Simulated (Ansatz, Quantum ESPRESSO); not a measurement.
# Screening and band shifts of Y2NF2 MXene, 1 layer, part 2 of 6

Aim: how Y2NF2 MXene, 1 layer screens a field along its normal, and what the field does to its bands.

Quantum ESPRESSO 7.5; plane-wave DFT, RPBE, GBRV ultrasoft pseudopotentials made under PBE; geometry and cross-check by Ansatz 0.2.0 with PAW datasets.

So far: The starting structure; Relaxation with Ansatz.

## 3. Self-consistent run: no field

The zero-field run is the reference. tefield and dipfield are on already, so that all runs share k-points and boundary.

Level of this step: plane-wave DFT, RPBE, GBRV ultrasoft pseudopotentials made under PBE (Quantum ESPRESSO 7.5). input_dft overrides the functional of the files.

The input, f0.in:

```
&control
  prefix = 'f0'
  outdir = './out'
  pseudo_dir = './pseudo'
  calculation = 'scf'
  tprnfor = .true.
  tefield = .true.
  dipfield = .true.
/
&system
  ibrav = 0
  nat = 5
  ntyp = 3
  ecutwfc = 40
  ecutrho = 200
  input_dft = 'rpbe'
  occupations = 'smearing'
  smearing = 'fd'
  degauss = 0.004
  edir = 3
  emaxpos = 0.97
  eopreg = 0.04
  eamp = 0.0
/
&electrons
  conv_thr = 1e-09
  mixing_beta = 0.4
  electron_maxstep = 120
  mixing_mode = 'plain'
/
ATOMIC_SPECIES
  F   18.9984  f_pbe_v1.4.uspp.F.UPF
  Y   88.9058  y_pbe_v1.4.uspp.F.UPF
  N   14.0070  n_pbe_v1.2.uspp.F.UPF
CELL_PARAMETERS angstrom
  3.46175244084203 0.00000000000000 0.00000000000000
  -1.73087622042101 2.99796555538198 0.00000000000000
  0.00000000000000 0.00000000000000 21.99530070670000
ATOMIC_POSITIONS crystal
  F   0.333333333333 0.666666666667 0.382595270704
  Y   0.666666666667 0.333333333333 0.439472193567
  N   -0.000000000000 0.000000000000 0.499999998864
  Y   0.333333333333 0.666666666667 0.560527802160
  F   0.666666666667 0.333333333333 0.617404734704
K_POINTS automatic
  12 12 1 0 0 0
```

On the command line:

```console
OMP_NUM_THREADS=1 mpirun -n 4 pw.x -nk 4 -in f0.in > f0.out
```

The log of the run:

```text
Program PWSCF v.7.5 starts
[citation notice left out]

     Parallel version (MPI & OpenMP), running on       4 processor cores
     Number of MPI processes:                 4
     Threads/MPI process:                     1

     MPI processes distributed on     1 nodes
[...]
Current dimensions of program PWSCF are:
     Max number of different atomic species (ntypx) = 10
     Max number of k-points (npk) =  40000
     Max angular momentum in pseudopotentials (lmaxx) =  4
     Presently no symmetry can be used with electric field

     IMPORTANT: XC functional enforced from input :
     Exchange-correlation= RPBE
                           (   1   4  44   4   0   0   0)
     Any further DFT definition will be discarded
     Please, verify this is what you really want

     K-points division:     npool     =       4
     Subspace diagonalization in iterative solution of the eigenvalue problem:
     a serial algorithm will be used

     G-vector sticks info
     --------------------
     sticks:   dense  smooth     PW     G-vecs:    dense   smooth      PW
     Sum         583     475    163                73609    52673   10087

     Using Slab Decomposition

     bravais-lattice index     =            0
     lattice parameter (alat)  =       6.5418  a.u.
     unit-cell volume          =    1540.4555 (a.u.)^3
     number of atoms/cell      =            5
     number of atomic types    =            3
     number of electrons       =        41.00
     number of Kohn-Sham states=           25
     kinetic-energy cutoff     =      40.0000  Ry
     charge density cutoff     =     200.0000  Ry
     scf convergence threshold =      1.0E-09
     mixing beta               =       0.4000
     number of iterations used =            8  plain     mixing
     Exchange-correlation= RPBE
                           (   1   4  44   4   0   0   0)

     celldm(1)=   6.541764  celldm(2)=   0.000000  celldm(3)=   0.000000
     celldm(4)=   0.000000  celldm(5)=   0.000000  celldm(6)=   0.000000

     crystal axes: (cart. coord. in units of alat)
               a(1) = (   1.000000   0.000000   0.000000 )
               a(2) = (  -0.500000   0.866025   0.000000 )
               a(3) = (   0.000000   0.000000   6.353805 )

     reciprocal axes: (cart. coord. in units 2 pi/alat)
               b(1) = (  1.000000  0.577350 -0.000000 )
               b(2) = (  0.000000  1.154701  0.000000 )
               b(3) = (  0.000000 -0.000000  0.157386 )

     PseudoPot. # 1 for F  read from file:
     ./pseudo/f_pbe_v1.4.uspp.F.UPF
     Pseudo is Ultrasoft, Zval =  7.0
     Generated by new atomic code, or converted to UPF format
     Using radial grid of  799 points,  4 beta functions with:
                l(1) =   0
                l(2) =   0
                l(3) =   1
                l(4) =   1
     Q(r) pseudized with  8 coefficients,  rinner =    0.950   0.950   0.950

     PseudoPot. # 2 for Y  read from file:
     ./pseudo/y_pbe_v1.4.uspp.F.UPF
     Pseudo is Ultrasoft + core correction, Zval = 11.0
     Generated by new atomic code, or converted to UPF format
     Using radial grid of  885 points,  6 beta functions with:
                l(1) =   0
                l(2) =   0
                l(3) =   1
                l(4) =   1
                l(5) =   2
                l(6) =   2
     Q(r) pseudized with  8 coefficients,  rinner =    1.200   1.200   1.200
                                                       1.200   1.200

     PseudoPot. # 3 for N  read from file:
     ./pseudo/n_pbe_v1.2.uspp.F.UPF
     Pseudo is Ultrasoft + core correction, Zval =  5.0
     Generated by new atomic code, or converted to UPF format
     Using radial grid of  729 points,  4 beta functions with:
                l(1) =   0
                l(2) =   0
                l(3) =   1
                l(4) =   1
     Q(r) pseudized with  8 coefficients,  rinner =    0.900   0.900   0.900

     atomic species   valence    mass     pseudopotential
     F                 7.00    18.99840     F ( 1.00)
     Y                11.00    88.90580     Y ( 1.00)
     N                 5.00    14.00700     N ( 1.00)

     No symmetry found

   Cartesian axes

     site n.     atom                  positions (alat units)
         1        F      tau(   1) = (  -0.0000000   0.5773503   2.4309358  )
         2        Y      tau(   2) = (   0.5000000   0.2886751   2.7923207  )
         3        N      tau(   3) = (   0.0000000   0.0000000   3.1769026  )
         4        Y      tau(   4) = (  -0.0000000   0.5773503   3.5614845  )
         5        F      tau(   5) = (   0.5000000   0.2886751   3.9228694  )

     number of k points=    74  Fermi-Dirac smearing, width (Ry)=  0.0040
                       cart. coord. in units 2pi/alat
        k(    1) = (   0.0000000   0.0000000   0.0000000), wk =   0.0138889
        k(    2) = (   0.0000000   0.0962250   0.0000000), wk =   0.0277778
        k(    3) = (   0.0000000   0.1924501   0.0000000), wk =   0.0277778
        k(    4) = (   0.0000000   0.2886751   0.0000000), wk =   0.0277778
        k(    5) = (   0.0000000   0.3849002   0.0000000), wk =   0.0277778
        k(    6) = (   0.0000000   0.4811252   0.0000000), wk =   0.0277778
        k(    7) = (   0.0000000  -0.5773503   0.0000000), wk =   0.0138889
        k(    8) = (   0.0833333   0.0481125   0.0000000), wk =   0.0277778
        k(    9) = (   0.0833333   0.1443376   0.0000000), wk =   0.0277778
        k(   10) = (   0.0833333   0.2405626   0.0000000), wk =   0.0277778
[...]
k(   74) = (  -0.5000000  -0.8660254   0.0000000), wk =   0.0138889

     Dense  grid:    73609 G-vectors     FFT dimensions: (  30,  30, 192)

     Smooth grid:    52673 G-vectors     FFT dimensions: (  27,  27, 180)

     Estimated max dynamical RAM per process >     160.37 MB

     Estimated total dynamical RAM >     587.55 MB

     Initial potential from superposition of free atoms

     starting charge      40.9911, renormalised to      41.0000

     negative rho (up, down):  5.067E-04 0.000E+00

     Adding external electric field

     Computed dipole along edir(3) :
        Dipole               -0.0000 Ry au,         -0.0000 Debye
        Dipole field         -0.0000 Ry au,

        Potential amp.        0.0000 Ry
        Total length         39.9025 bohr

     Starting wfcs are   38 randomized atomic wfcs

     total cpu time spent up to now is        6.0 secs

     per-process dynamical memory:    99.7 Mb

     Self-consistent Calculation

[...]
estimated scf accuracy    <       0.02184043 Ry

     iteration #  4     ecut=    40.00 Ry     beta= 0.40
[...]
negative rho (up, down):  4.675E-04 0.000E+00

[...]
Dipole               -0.0009 Ry au,         -0.0022 Debye
[...]
total energy              =    -303.93036285 Ry
     estimated scf accuracy    <       0.00622334 Ry

     iteration #  5     ecut=    40.00 Ry     beta= 0.40
[...]
c_bands:  1 eigenvalues not converged
[...]
negative rho (up, down):  4.972E-04 0.000E+00

[...]
Dipole                0.0037 Ry au,          0.0095 Debye
[...]
total energy              =    -303.93102948 Ry
     estimated scf accuracy    <       0.00055511 Ry

     iteration #  6     ecut=    40.00 Ry     beta= 0.40
[...]
c_bands:  1 eigenvalues not converged
[...]
negative rho (up, down):  5.081E-04 0.000E+00

[...]
Dipole               -0.0060 Ry au,         -0.0153 Debye
[...]
total energy              =    -303.93118299 Ry
     estimated scf accuracy    <       0.00015121 Ry

     iteration #  7     ecut=    40.00 Ry     beta= 0.40
[...]
negative rho (up, down):  5.169E-04 0.000E+00

[...]
Dipole               -0.0001 Ry au,         -0.0001 Debye
[...]
total energy              =    -303.93120579 Ry
     estimated scf accuracy    <       0.00011672 Ry

     iteration #  8     ecut=    40.00 Ry     beta= 0.40
[...]
negative rho (up, down):  5.220E-04 0.000E+00

[...]
Dipole                0.0002 Ry au,          0.0005 Debye
[...]
total energy              =    -303.93121589 Ry
     estimated scf accuracy    <       0.00004053 Ry

     iteration #  9     ecut=    40.00 Ry     beta= 0.40
[...]
negative rho (up, down):  5.236E-04 0.000E+00

[...]
Dipole                0.0001 Ry au,          0.0001 Debye
[...]
total energy              =    -303.93122543 Ry
     estimated scf accuracy    <       0.00000178 Ry

     iteration # 10     ecut=    40.00 Ry     beta= 0.40
[...]
negative rho (up, down):  5.246E-04 0.000E+00

[...]
Dipole                0.0000 Ry au,          0.0000 Debye
[...]
total energy              =    -303.93122534 Ry
     estimated scf accuracy    <       0.00000197 Ry

     iteration # 11     ecut=    40.00 Ry     beta= 0.40
[...]
negative rho (up, down):  5.253E-04 0.000E+00

[...]
Dipole               -0.0000 Ry au,         -0.0001 Debye
[...]
total energy              =    -303.93122585 Ry
     estimated scf accuracy    <       0.00000022 Ry

     iteration # 12     ecut=    40.00 Ry     beta= 0.40
[...]
negative rho (up, down):  5.257E-04 0.000E+00

[...]
Dipole                0.0000 Ry au,          0.0000 Debye
[...]
total energy              =    -303.93122592 Ry
     estimated scf accuracy    <          3.3E-09 Ry

     iteration # 13     ecut=    40.00 Ry     beta= 0.40
[...]
negative rho (up, down):  5.262E-04 0.000E+00

[...]
Dipole               -0.0001 Ry au,         -0.0002 Debye
[...]
End of self-consistent calculation

          k = 0.0000 0.0000 0.0000 (  6671 PWs)   bands (ev):

   -41.4070 -41.3198 -24.1568 -24.1089 -21.4843 -21.1413 -21.1413 -21.0767
   -21.0767 -20.7997 -12.3386  -5.7587  -5.4475  -5.4475  -5.4194  -5.3660
    -5.3660  -2.6167  -1.7201  -1.7201   2.9994   3.2800   3.2800   3.3288
     3.5943

          k = 0.0000 0.0962 0.0000 (  6657 PWs)   bands (ev):

   -41.4002 -41.3156 -24.1548 -24.1170 -21.5707 -21.1730 -21.1589 -21.0819
   -21.0197 -20.8091 -12.3272  -5.7027  -5.5250  -5.4365  -5.4158  -5.3623
    -5.3301  -2.5567  -1.8526  -1.7346   2.9536   3.1921   3.3635   3.4130
     3.7187

          k = 0.0000 0.1925 0.0000 (  6627 PWs)   bands (ev):

   -41.3812 -41.3044 -24.1542 -24.1413 -21.7191 -21.2404 -21.2029 -21.0998
   -20.9461 -20.8511 -12.2958  -5.6072  -5.5294  -5.5064  -5.4105  -5.3542
    -5.2936  -2.4244  -2.1330  -1.7652   2.3733   3.4024   3.7285   3.7970
     3.9684

          k = 0.0000 0.2887 0.0000 (  6593 PWs)   bands (ev):

   -41.3545 -41.2897 -24.1796 -24.1664 -21.8193 -21.3037 -21.2582 -21.1282
   -20.9522 -20.9135 -12.2525  -5.6568  -5.5676  -5.3865  -5.3711  -5.3461
    -5.3291  -2.4189  -2.2551  -1.7877   1.7946   3.6612   4.1689   4.3848
     4.4874

          k = 0.0000 0.3849 0.0000 (  6578 PWs)   bands (ev):

   -41.3262 -41.2763 -24.2245 -24.1943 -21.8266 -21.3430 -21.3106 -21.1586
   -21.0841 -20.9427 -12.2084  -5.7430  -5.6502  -5.3794  -5.3366  -5.3250
    -5.2421  -2.5704  -2.1494  -1.7916   1.3333   4.0106   4.5830   5.0669
     5.0823

          k = 0.0000 0.4811 0.0000 (  6544 PWs)   bands (ev):

   -41.3034 -41.2683 -24.2621 -24.2240 -21.7471 -21.3883 -21.3475 -21.2073
   -21.1816 -20.9904 -12.1752  -5.8643  -5.7019  -5.3845  -5.3285  -5.2411
    -5.2058  -2.6534  -2.0664  -1.7848   1.0427   4.2044   4.9421   5.5030
     5.7117

[...]
the Fermi energy is     1.8956 ev

!    total energy              =    -303.93122593 Ry
     estimated scf accuracy    <          6.5E-10 Ry
     smearing contrib. (-TS)   =      -0.00076559 Ry
     internal energy E=F+TS    =    -303.93046034 Ry

     The total energy is F=E-TS. E is the sum of the following terms:
     one-electron contribution =   -2052.11363529 Ry
     hartree contribution      =    1033.37741535 Ry
     xc contribution           =     -79.49703816 Ry
     ewald contribution        =     794.30279776 Ry
     electric field correction =       0.00000000 Ry

     convergence has been achieved in  13 iterations

     negative rho (up, down):  5.262E-04 0.000E+00

     Forces acting on atoms (cartesian axes, Ry/au):

     atom    1 type  1   force =    -0.00000004    0.00000005   -0.00808466
     atom    2 type  2   force =     0.00000013    0.00000014    0.00177662
     atom    3 type  3   force =    -0.00000005   -0.00000002   -0.00000626
     atom    4 type  2   force =    -0.00000001   -0.00000015   -0.00176231
     atom    5 type  1   force =    -0.00000003   -0.00000001    0.00807661

     Total force =     0.011699     Total SCF correction =     0.000124

[...]
=------------------------------------------------------------------------------=
   JOB DONE.
=------------------------------------------------------------------------------=
[...]
```

It took 99 s on 4 MPI ranks of Intel Xeon Platinum 8259CL at 2.50GHz (Skylake/Cascade Lake), shared host; peak memory 0.78 GiB.

Read from the output:

- free energy: -4135.1950 eV
- energy at zero smearing: -4135.1898 eV
- Fermi energy: 1.896 eV
- dipole along the normal: -4.16e-5 e·Å

The run needed 13 iterations to bring the estimated error under 1e-09 Ry; the largest force on any atom, held or free, is 0.21 eV/Å.

## 4. Potential by pp.x

The vacuum level is read from the electrostatic potential (plot_num = 11), averaged over planes.

The input, f0.pot.in:

```
&inputpp
  prefix = 'f0'
  outdir = './out'
  filplot = 'f0.pot.dat'
  plot_num = 11
/
```

On the command line:

```console
OMP_NUM_THREADS=1 mpirun -n 4 pp.x -in f0.pot.in > f0.pot.out
```

Run time: 1.8 s. Hardware: 4 MPI ranks; peak memory 0.1 GiB.

Numbers from this step:

```
work function of the upper face                                       : 3.016 eV
slope of the potential above                                          : 1.31e-5 eV/Å
upper vacuum line continued to the top atoms, over the Fermi level    : 3.016 eV
work function of the lower face                                       : 3.016 eV
slope of the potential below                                          : -1.04e-5 eV/Å
lower vacuum line continued to the bottom atoms, over the Fermi level : 3.016 eV
```

The vacuum is flat to 0.1 meV/Å, so its level is well defined. Inside the slab the curve depends on the local part of the pseudopotentials; only the vacuum level has a meaning of its own.

[end of part 2 of 6]

[Logs are printed without paths, hosts, clocks, repeated set-up lines and the standing remarks that a program may print on its own settings, such as how far it seeks lower states.]

[Hosts, paths, dates, database ids (printed as entryN), source tags and the programs' standing remarks are cut or masked in the printed files.]

[Maps of the electrostatic potential energy from Ansatz leave out the sawtooth potential of an applied field or a dipole correction, so their vacuum need not be flat; planar profiles and work functions include it.]
